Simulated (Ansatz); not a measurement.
**Cr4In, from a guessed structure to a relaxed one**

Starting from a made-up structure for Cr4In, the aim is the relaxed cell, its shortest contacts and, where a second run follows, its electronic structure.

Calculated with Ansatz 0.2.0; DFT, PBEsol, plane-wave PAW, files of the set soft_1, scalar-relativistic, ferromagnetic start, cell and ions relaxed at zero pressure; PAW set soft_1.

In doubt: warnings of the run leave room for a lower electronic state, so energies may not be the lowest and differences between runs may mislead.

## (1) Starting point

It takes space group Im-3m (No. 229, cubic). Conventional cell: a = 5.321 Å, b = 5.321 Å, c = 5.321 Å, α = 90.00°, β = 90.00°, γ = 90.00°. Nearest to In lie 8 Cr at 2.30 Å. Cr has 2 In at 2.30 Å nearest. Farther neighbours are not listed.

## (2) Relaxation of the guess

The guess takes its coordinates from another compound and its volume from a rule, so the cell and any free coordinates are relaxed together.

The input, input.yaml:

```yaml
crystal:
  lattice:
    - [-2.6605, 2.6605, 2.6605]
    - [2.6605, -2.6605, 2.6605]
    - [2.6605, 2.6605, -2.6605]
  atoms:
    - { symbol: In, position: [0.0, 0.0, 0.0] }
    - { symbol: Cr, position: [0.5, 0.5, 0.5], spin: 3.0 }
    - { symbol: Cr, position: [0.5, 0.0, 0.0], spin: 3.0 }
    - { symbol: Cr, position: [0.0, 0.5, 0.0], spin: 3.0 }
    - { symbol: Cr, position: [0.0, 0.0, 0.5], spin: 3.0 }
magnetization:
  spin_polarized: true
kpoints:
  mp_grid: { grid: [7, 7, 7] }
scf:
  occupations: { method: fermi_dirac, width: 0.05 }
hamiltonian:
  xc: pbesol
  pseudopotentials: { kind: paw, azcp: { folder: soft_1 }, xc_functional: pbe }
relax:
  f_tol: 0.015
  max_steps: 70
  cell: {}
output:
  forces: true
  stress: true
```

Command:

```sh
$ ansatz run input.yaml --threads 4 --pin off --max-ram 8192MiB --backend cpu --events-out ev --progress --plain --runs-dir out
```

Numbers of over 12 decimals in the logs are rounded to 6 here.

Log:

```text
Engine: ansatz 0.2.0, aarch64-unknown-linux-gnu
Pseudopotentials: kind: paw
Pseudopotential: In, paw, valence charge 13, recommended cutoff 420 eV (normal), soft_1/In.paw.azcp
Pseudopotential: Cr, paw, valence charge 14, recommended cutoff 420 eV (normal), soft_1/Cr.paw.azcp
Functional definition: PBEsol
  exchange = pbesol_x
  correlation = pbesol_c
Crystal: 5 atoms, lattice volume = 75.327 Å³
Basis set: ecut = 420 eV, 1481 PW (Γ), exchange–correlation on 64×64×64 points (8 copies of the dense FFT grid, shifted against one another)
Bands: 49, of which v1, the nominal top of the filled ones, is band 35 counted from 1 (34 counted from 0)
Symmetry: 48 space group operations
Space group: Im-3m (ITA 229), of the structure as read, at distance tolerance 4.2e-5 Å
Magnetic group: BNS 229.140 (UNI 1642), of the structure as read, at distance tolerance 4.2e-5 Å
k-points: 20 of 343
Non-local potential: In, projectors of the file, l = 0: 2, l = 1: 2, l = 2: 2, l = 3: 1
Non-local potential: Cr, projectors of the file, l = 0: 3, l = 1: 2, l = 2: 3, l = 3: 1
PAW form: soft (Blöchl's): semilocal exchange-correlation on the pseudo side does not see the compensation charge
PAW frozen core: In, regenerated for the run's functional, and the local potential with it (the file was generated under x = pbe(κ = 0.804, μ = 0.219515), c = pbe(β = 0.066725))
PAW frozen core: Cr, regenerated for the run's functional, and the local potential with it (the file was generated under x = pbe(κ = 0.804, μ = 0.219515), c = pbe(β = 0.066725))
PAW one-centre angular grid: In, 590 points (default); XC on 64 Gauss nodes
PAW one-centre angular grid: Cr, 590 points (default); XC on 64 Gauss nodes
Initial density: superposition of atomic densities (chi_scale 0.1, normalization cell)
Starting moments: Σ|m| = 12 μB on 4 of 5 sites
Initial wavefunctions: pseudopotential atomic-orbital guess
Functional: x = pbesol(κ = 0.804, μ = 0.123457), c = pbesol(β = 0.046)
SCF iter   1: F=—  HF=-18912.701723 eV  |F-HF|=—  |Δ(HF+E_count)|=         —  Δρ=1.03e-1 (↑1.03e-1 ↓4.27e-2)  dr2=1.34e1  dr2_m=1.05e0  M=9.455 μB ∫|m|=9.480 μB  β_m=0.30  ethr=3.10e-3  ⟨swp⟩=6.2  Hψ=6570  notcnv=0  defer=3
Mixer restart at iter 1: flushing history
preconditioner: auto → Kerker (q_TF=auto, 2.689 Å⁻¹)  [metal: Δε(μ)=0.008 eV  Ē_g=9.414 eV  σ=0.050 eV  W_gap=0.04  n_scr=18 (ndim 8)  ℏωp=26.0 eV  f_vac=0.000  D(μ)=10.33/eV (n_scr^D=140)]
spin=Collinear: Kerker preconditioning applied to the charge; magnetization (m = ρ↑ − ρ↓) channel mixes plain (no charge-response kernel on spin).
SCF iter   2: F=—  HF=-18910.005774 eV  |F-HF|=—  |Δ(HF+E_count)|=    2.70e0  Δρ=5.37e-2 (↑5.37e-2 ↓2.68e-2)  dr2=4.05e0  dr2_m=3.52e-1  M=9.386 μB ∫|m|=9.418 μB  β_m=0.45  ethr=3.10e-3  ⟨swp⟩=2.4  Hψ=3909  notcnv=0  defer=106
SCF iter   3: F=—  HF=-18909.083846 eV  |F-HF|=—  |Δ(HF+E_count)|=   9.22e-1  Δρ=1.68e-2 (↑1.68e-2 ↓1.56e-2)  dr2=2.61e-1  dr2_m=1.05e-1  M=8.761 μB ∫|m|=8.818 μB  β_m=0.69  ethr=3.10e-3  ⟨swp⟩=2.2  Hψ=3122  notcnv=0  defer=106
SCF iter   4: F=—  HF=-18911.660673 eV  |F-HF|=—  |Δ(HF+E_count)|=         —  Δρ=1.07e-1 (↑1.07e-1 ↓9.29e-2)  dr2=2.07e-1  dr2_m=6.79e0  M=2.597 μB ∫|m|=2.703 μB  β_m=1.00  ethr=3.78e-4  ⟨swp⟩=2.5  Hψ=3615  notcnv=0  defer=103
Mixer restart at iter 4: flushing history
SCF iter   5: F=—  HF=-18910.158006 eV  |F-HF|=—  |Δ(HF+E_count)|=    1.50e0  Δρ=1.71e-2 (↑4.33e-3 ↓1.71e-2)  dr2=1.38e-1  dr2_m=5.81e-2  M=2.104 μB ∫|m|=2.160 μB  β_m=0.69  ethr=7.25e-5  ⟨swp⟩=3.0  Hψ=4328  notcnv=0  defer=103
SCF iter   6: F=—  HF=-18910.170834 eV  |F-HF|=—  |Δ(HF+E_count)|=   1.28e-2  Δρ=2.08e-2 (↑2.08e-2 ↓1.29e-2)  dr2=4.16e-2  dr2_m=1.93e-1  M=1.357 μB ∫|m|=1.408 μB  β_m=0.85  ethr=7.25e-5  ⟨swp⟩=3.2  Hψ=4179  notcnv=0  defer=50
SCF iter   7: F=—  HF=-18910.152508 eV  |F-HF|=—  |Δ(HF+E_count)|=   1.83e-2  Δρ=1.21e-2 (↑9.34e-3 ↓1.21e-2)  dr2=6.07e-3  dr2_m=7.87e-2  M=1.040 μB ∫|m|=1.081 μB  β_m=0.06  ethr=6.03e-5  ⟨swp⟩=2.0  Hψ=3944  notcnv=0  defer=58
SCF iter   8: F=—  HF=-18910.153350 eV  |F-HF|=—  |Δ(HF+E_count)|=   8.43e-4  Δρ=1.09e-2 (↑6.86e-3 ↓1.09e-2)  dr2=1.15e-2  dr2_m=5.31e-2  M=0.906 μB ∫|m|=0.942 μB  β_m=0.62  ethr=8.80e-6  ⟨swp⟩=1.5  Hψ=2413  notcnv=0  defer=58
SCF iter   9: F=—  HF=-18910.150586 eV  |F-HF|=—  |Δ(HF+E_count)|=   2.76e-3  Δρ=8.37e-4 (↑8.37e-4 ↓6.70e-4)  dr2=2.24e-4  dr2_m=2.94e-4  M=0.125 μB ∫|m|=0.131 μB  β_m=0.81  ethr=8.80e-6  ⟨swp⟩=2.5  Hψ=4015  notcnv=0  defer=58
SCF iter  10: F=—  HF=-18910.150512 eV  |F-HF|=—  |Δ(HF+E_count)|=   7.38e-5  Δρ=1.19e-3 (↑1.19e-3 ↓1.13e-3)  dr2=1.43e-5  dr2_m=9.25e-4  M=0.166 μB ∫|m|=0.172 μB  β_m=0.81  ethr=3.25e-7  ⟨swp⟩=2.1  Hψ=2999  notcnv=0  defer=55
SCF iter  11: F=—  HF=-18910.150636 eV  |F-HF|=—  |Δ(HF+E_count)|=   1.24e-4  Δρ=2.08e-4 (↑1.31e-4 ↓2.08e-4)  dr2=5.54e-6  dr2_m=1.84e-5  M=0.041 μB ∫|m|=0.042 μB  β_m=0.91  ethr=2.07e-8  ⟨swp⟩=3.0  Hψ=3951  notcnv=0  defer=55
SCF iter  12: F=—  HF=-18910.150651 eV  |F-HF|=—  |Δ(HF+E_count)|=   1.46e-5  Δρ=1.46e-4 (↑1.46e-4 ↓1.37e-4)  dr2=6.87e-7  dr2_m=1.37e-5  M=0.016 μB ∫|m|=0.016 μB  β_m=0.95  ethr=8.03e-9  ⟨swp⟩=2.4  Hψ=3440  notcnv=0  defer=55
SCF iter  13: F=—  HF=-18910.150650 eV  |F-HF|=—  |Δ(HF+E_count)|=   4.74e-7  Δρ=5.05e-5 (↑5.05e-5 ↓4.27e-5)  dr2=1.49e-7  dr2_m=1.45e-6  M=-0.004 μB ∫|m|=0.004 μB  β_m=0.98  ethr=9.96e-10  ⟨swp⟩=3.0  Hψ=3897  notcnv=0  defer=55
SCF iter  14: F=—  HF=-18910.150650 eV  |F-HF|=—  |Δ(HF+E_count)|=   1.39e-7  Δρ=1.23e-5 (↑1.23e-5 ↓1.12e-5)  dr2=7.69e-9  dr2_m=9.34e-8  M=-0.002 μB ∫|m|=0.002 μB  β_m=0.99  ethr=2.15e-10  ⟨swp⟩=2.2  Hψ=2911  notcnv=0  defer=55
SCF iter  15: F=—  HF=-18910.150650 eV  |F-HF|=—  |Δ(HF+E_count)|=  7.68e-10  Δρ=6.75e-7 (↑6.75e-7 ↓4.84e-7)  dr2=1.03e-9  dr2_m=4.34e-11  M=0.000 μB ∫|m|=0.000 μB  β_m=0.95  ethr=1.11e-11  ⟨swp⟩=3.0  Hψ=3827  notcnv=0  defer=55
SCF iter  16: F=-18910.150650 eV  HF=-18910.150650 eV  |F-HF|=3.49e-10  |Δ(HF+E_count)|=  3.64e-12  Δρ=4.74e-7 (↑4.74e-7 ↓2.54e-7)  dr2=4.03e-10  dr2_m=1.20e-11  M=0.000 μB ∫|m|=0.000 μB  ethr=1.49e-12  ⟨swp⟩=1.0  Hψ=4452  notcnv=0
WARN: the starting moments were not kept: the SCF closed with an absolute magnetisation of 7.4e-5 μB, where they sum to 12 μB in size (4 sites). That is at most 0.1 of that sum. Measured as dr2_m measures the in/out step, that magnetisation stands 1.4e-9 eV from none, at or under the dr2_threshold of 1.0e-7 eV: it is no larger than a step whose dr2_m would equal this threshold. The system may hold no moment; this SCF [...]
SCF 1 converged in 16 iterations: F = -18910.150650 eV  dr2 = 4.03e-10
[...]
SCF iter  12: F=-18910.922230 eV  HF=-18910.922230 eV  |F-HF|=2.18e-9  |Δ(HF+E_count)|=   4.02e-9  Δρ=1.32e-6 (↑1.32e-6 ↓7.91e-7)  dr2=2.05e-9  dr2_m=1.38e-10  M=-4.323 μB ∫|m|=4.410 μB  ethr=1.92e-11  ⟨swp⟩=1.0  Hψ=5427  notcnv=0
SCF 3 converged in 12 iterations: F = -18910.922230 eV  dr2 = 2.05e-9
  greatest PAW one-centre occupation: 1.000 electrons in one spin orbital (limit 2), on the Cr atom at site 2 (counted from 0), in its partial waves of l = 0
relax step   3: F+E_penalty+E_count = -18910.92222986 eV  Δ(F+E_penalty+E_count) = -5.299e-2 eV  max|allowed force component| = 2.019e-29 eV/Å  Δτ_max = 0.0000 Å  P = +0.832 GPa  Ω = 87.482 Å³  energy of the carried Pulay correction = -2.861e-3 eV  (12 SCF iters, dr2 threshold 5.00e-7 eV, accepted)
[...]
relax step   4: F+E_penalty+E_count = -18910.92385241 eV  Δ(F+E_penalty+E_count) = -1.623e-3 eV  max|allowed force component| = 1.972e-29 eV/Å  Δτ_max = 0.0000 Å  P = +0.100 GPa  Ω = 88.093 Å³  energy of the carried Pulay correction = -2.993e-3 eV  (8 SCF iters, dr2 threshold 5.00e-7 eV, accepted)
[...]
relax step   5: F+E_penalty+E_count = -18910.92386242 eV  Δ(F+E_penalty+E_count) = -1.000e-5 eV  max|allowed force component| = 9.424e-29 eV/Å  Δτ_max = 0.0000 Å  P = +0.006 GPa  Ω = 88.178 Å³  energy of the carried Pulay correction = -3.011e-3 eV  (7 SCF iters, dr2 threshold 2.51e-8 eV, accepted)
[...]
relax step   6: F+E_penalty+E_count = -18910.93096941 eV  Δ(F+E_penalty+E_count) = -7.107e-3 eV  max|allowed force component| = 1.085e-28 eV/Å  Δτ_max = 0.0000 Å  P = +0.186 GPa  Ω = 88.178 Å³  stress off target by 1.86e-1 GPa  SCF on the basis re-selected at this cell (its energy is not comparable with the rows above)  (10 SCF iters)
[...]
relax step   7: F+E_penalty+E_count = -18910.93103808 eV  Δ(F+E_penalty+E_count) = -6.867e-5 eV  max|allowed force component| = 2.753e-29 eV/Å  Δτ_max = 0.0000 Å  P = +0.011 GPa  Ω = 88.344 Å³  energy of the carried Pulay correction = -3.336e-5 eV  (7 SCF iters, dr2 threshold 8.66e-8 eV, accepted)
iter 1 solved again at ethr=7.38e-8 eV; its pass at ethr=3.10e-3 eV (dr2=5.09e-5 eV) is discarded
SCF iter   1: F=—  HF=-18910.931059 eV  |F-HF|=—  |Δ(HF+E_count)|=         —  Δρ=3.57e-6 (↑3.57e-6 ↓1.27e-6)  dr2=1.76e-8  dr2_m=1.82e-9  M=-4.500 μB ∫|m|=4.589 μB  β_m=0.65  ethr=7.38e-8  ⟨swp⟩=3.5  Hψ=11238  notcnv=0
preconditioner: auto → Kerker (q_TF=auto, 2.128 Å⁻¹)  [metal: Δε(μ)=0.022 eV  Ē_g=7.559 eV  σ=0.050 eV  W_gap=0.11  n_scr=12 (ndim 8)  ℏωp=24.0 eV  f_vac=0.000  D(μ)=11.09/eV (n_scr^D=176)]
spin=Collinear: Kerker preconditioning applied to the charge; magnetization (m = ρ↑ − ρ↓) channel mixes plain (no charge-response kernel on spin).
SCF iter   2: F=—  HF=-18910.931063 eV  |F-HF|=—  |Δ(HF+E_count)|=   4.27e-6  Δρ=2.81e-6 (↑2.00e-6 ↓2.81e-6)  dr2=1.59e-9  dr2_m=4.01e-9  M=-4.499 μB ∫|m|=4.589 μB  β_m=0.47  ethr=2.55e-11  ⟨swp⟩=3.0  Hψ=3854  notcnv=0
SCF iter   3: F=—  HF=-18910.931063 eV  |F-HF|=—  |Δ(HF+E_count)|=   1.18e-9  Δρ=1.53e-6 (↑1.53e-6 ↓1.21e-6)  dr2=4.41e-10  dr2_m=1.39e-9  M=-4.499 μB ∫|m|=4.589 μB  β_m=0.74  ethr=2.30e-12  ⟨swp⟩=2.0  Hψ=3195  notcnv=0
SCF iter   4: F=—  HF=-18910.931063 eV  |F-HF|=—  |Δ(HF+E_count)|=  2.95e-10  Δρ=6.76e-7 (↑3.76e-7 ↓6.76e-7)  dr2=8.47e-11  dr2_m=2.02e-10  M=-4.499 μB ∫|m|=4.589 μB  β_m=0.71  ethr=1.00e-12  ⟨swp⟩=2.0  Hψ=2875  notcnv=0
SCF iter   5: F=—  HF=-18910.931063 eV  |F-HF|=—  |Δ(HF+E_count)|=  6.91e-11  Δρ=1.72e-7 (↑1.72e-7 ↓9.86e-8)  dr2=2.65e-11  dr2_m=5.26e-12  M=-4.499 μB ∫|m|=4.589 μB  β_m=0.85  ethr=1.00e-12  ⟨swp⟩=1.5  Hψ=2046  notcnv=0
SCF iter   6: F=-18910.931063 eV  HF=-18910.931063 eV  |F-HF|=7.28e-12  |Δ(HF+E_count)|=  2.18e-11  Δρ=4.43e-8 (↑4.43e-8 ↓2.39e-8)  dr2=3.33e-12  dr2_m=2.11e-13  M=-4.499 μB ∫|m|=4.589 μB  ethr=1.00e-12  ⟨swp⟩=2.6  Hψ=5490  notcnv=0
SCF 8 converged in 6 iterations: F = -18910.931063 eV  dr2 = 3.33e-12
relax step   8: F+E_penalty+E_count = -18910.93106291 eV  Δ(F+E_penalty+E_count) = -2.483e-5 eV  max|allowed force component| = 2.443e-29 eV/Å  Δτ_max = 0.0000 Å  P = +0.011 GPa  Ω = 88.344 Å³  stress off target by 1.06e-2 GPa  SCF on the basis re-selected at this cell (its energy is not comparable with the rows above)  (6 SCF iters)
basis re-selected at this cell: Δ(F+E_penalty+E_count) = -2.483e-5 eV, ΔP = -0.001 GPa vs the last step (what re-selecting the basis moved, of the pressure what is left beyond the Pulay correction that the steps carried, after the strain that the cell walked since its last selection, with what the two solves' SCF thresholds leave and, on support functions, any second-order correction that the steps lacked; it is no m [...]
WARN: an SCF from antiferromagnetic starting moments (0.00, 3.00, 3.00, -3.00, -3.00 Bohr magnetons, atom by atom) was not made, by what the run has read of turns of its moments that order reads lower: the deck asks for what bars it, or types moments that do (magnetization.spin_polarized, in the input reference, names some of the keys), or the run goes by scf.lower_state_search: light, the default, which as a rule tries one only behind a close that has lost an order of both signs, or on which an open d or half-filled 4f shell of a PAW file has lost a moment that was set nearer to Hund's than to what is left; [rest of the remark cut]
SCF converged after 6 iterations
Magnetization: -4.4994 μB (32.2503 up, 36.7497 down)
Absolute magnetization: 4.5921 μB (∫|ρ↑−ρ↓|, with the PAW one-centre terms)
Spin contamination: 0.0634 ħ² per cell (⟨S²⟩ above its minimum at these occupations)
Per-site moments (μB) at R_I (Å): [(0.00267174, 1.002292), (-1.020380, 1.002292), (-1.020380, 1.002292), (-1.020380, 1.002292), (-1.020380, 1.002292)]
Free energy (F): -18910.931063 eV
Harris-Foulkes:  -18910.931063 eV  (|F-HF|=7.28e-12)
Internal energy: -18910.839455 eV  (E = F + TS)
E sigma→0 (E₀):  -18910.885259 eV
Entropy (-TS):   -0.091608 eV (-18.322 meV/atom)
Fermi energy:    12.166379 eV
--- Per-component energies (eV) ---
  E_band       = -948.170013
  E_kinetic    = 1427.872025
  E_local      = -7355.642771  (includes V_loc(G=0)·N_el)
  E_nonlocal   = 516.883117
  E_hartree    = 3250.028664
  E_xc         = -596.346433
  E_vxc        = -669.986008  (∫ρ·V_xc dr)
  E_paw        = -8908.060219  (= ΣΔE_a)
  E_vpaw       = -1367.357610  (= ΣTr[D̂ρ^β])
  E_aug_tail   = 0.003952  (compensation charges beyond the density's cutoff)
  E_ewald      = -7246.453693
  E_core_change = 0.875902  (= ΣΔE_core)
  E_smearing   = -0.091608  (= −TS)
  E_closure    = 0.000000  (closes the sum)
  Σ components = -18910.931063   (vs F -18910.931063, Δ=0.00e0)
--- Forces (eV/Å), atoms counted from 1 ---
  atom   1  In    -0.00000000     0.00000000     0.00000000
  atom   2  Cr     0.00000000    -0.00000000     0.00000000
  atom   3  Cr     0.00000000    -0.00000000    -0.00000000
  atom   4  Cr     0.00000000    -0.00000000     0.00000000
  atom   5  Cr     0.00000000     0.00000000    -0.00000000
  max |Σ_I F_I| component: 5.67e-29 eV/Å
--- Stress (GPa, compression-positive) ---
        0.010591      -0.000000       0.000000
       -0.000000       0.010591       0.000000
        0.000000      -0.000000       0.010591
  P = ⅓ Tr σ = 0.0106 GPa (0.106 kbar)
--- Relaxed structure (6 steps of the walk, 6 accepted, 2 SCFs on fresh bases) ---
  F+E_penalty+E_count = -18910.93106291 eV   max|allowed force component| = 2.443e-29 eV/Å   (the final SCF, on the basis selected at the relaxed cell)
  cell:  # Å, volume = 88.3444 Å³
    - [-2.805690, 2.805690, 2.805690]
    - [2.805690, -2.805690, 2.805690]
    - [2.805690, 2.805690, -2.805690]
  atoms:
    - { symbol: In, position: [0, 0, 0] }
    - { symbol: Cr, position: [0.5, 0.5, 0.5] }
    - { symbol: Cr, position: [0.5, 0.0, 0.0] }
    - { symbol: Cr, position: [0.0, 0.5, 0.0] }
    - { symbol: Cr, position: [0.0, 0.0, 0.5] }
```

Run time: 20 s. Hardware: 4 threads of Arm Neoverse V2, shared host; peak memory 0.51 GiB; 74 s of CPU time.

Step by step:

```
step  energy less that of the first step (eV)  largest force component (eV/Å)  pressure (GPa)  volume (Å³)
   1                                   0.0000                          0.0000           23.14        75.33
   2                                  -0.7186                          0.0000            5.07        84.50
   3                                  -0.7716                          0.0000            0.83        87.48
   4                                  -0.7732                          0.0000            0.10        88.09
   5                                  -0.7732                          0.0000            0.01        88.18
  6*                                  -0.7803                          0.0000            0.19        88.18
   7                                  -0.7804                          0.0000            0.01        88.34
  8*                                  -0.7804                          0.0000            0.01        88.34
```

Relaxation steps marked * repeat the geometry before them on a plane-wave basis chosen anew for their cell, so energy and pressure can jump there.

The run keeps the 48 symmetry operations that it works with, so distortions that break them were not tested.

```
conventional cell, symmetrised  before  after   change
                         a (Å)   5.321  5.611   +5.5 %
                         b (Å)   5.321  5.611   +5.5 %
                         c (Å)   5.321  5.611   +5.5 %
              volume (Å³/atom)   15.07  17.67  +17.3 %
```

The relaxed structure:

```
In Cr
1.0
    -2.80569    2.80569    2.80569
     2.80569   -2.80569    2.80569
     2.80569    2.80569   -2.80569
In Cr
1 4
Direct
  0.00000 0.00000 0.00000
  0.50000 0.50000 0.50000
  0.50000 0.00000 0.00000
  0.00000 0.50000 0.00000
  0.00000 0.00000 0.50000
```

This step gave:

```yaml
free_energy: -18910.9311 eV
energy_at_zero_smearing: -18910.8853 eV
smearing_term_ts: 0.09161 eV
fermi_energy: 12.17 eV
magnetization: -4.499 μB
absolute_magnetization: 4.592 μB
site_moments: 0.002672, -1.020, -1.020, -1.020, -1.020 μB
electrons: 69
symmetry_operations: 48
pressure: 0.01059 GPa
```

Site moment by atom:

```
atom  site moment (μB)
 In1              0.00
 Cr2             -1.02
 Cr3             -1.02
 Cr4             -1.02
 Cr5             -1.02
```

The shortest distance of each pair, which need not be the same contact before and after:

```
 pair  guess (Å)  relaxed (Å)
Cr–In      2.304        2.430
Cr–Cr      2.660        2.806
In–In      4.608        4.860
```

The relaxation ends with a pressure of 0.01 GPa.

## (3) Results

| Item | Value |
| --- | --- |
| space group, relaxed | Im-3m |
| conventional cell | a = 5.611, b = 5.611, c = 5.611 Å; α = 90.0°, β = 90.0°, γ = 90.0° |
| volume per atom | 17.67 Å³ (guess 15.07) |
| total moment | 4.50 μB in the cell of 5 atoms |

Cr4In relaxes to Im-3m with a = 5.611, b = 5.611 and c = 5.611 Å. The guessed volume was 15 % too small. The space group Im-3m was held in the relaxation, so the end point is a stationary structure within it and may be a saddle against distortions or other arrangements. The input starts from parallel moments, and no other start was typed. The electronic state may lie above the lowest one. Mesh and cutoff weren't tested. No dispersion term is used, so weakly bound directions may come out too long. The program estimates, without running it, that another magnetic order lies lower than the one relaxed here. Nothing here tests whether the compound is stable against decomposition.

[Logs are printed without paths, hosts, clocks, repeated set-up lines and the standing remarks that a program may print on its own settings, such as how far it seeks lower states.]

[Hosts, paths, dates, database ids (printed as entryN), source tags and the programs' standing remarks are cut or masked in the printed files.]
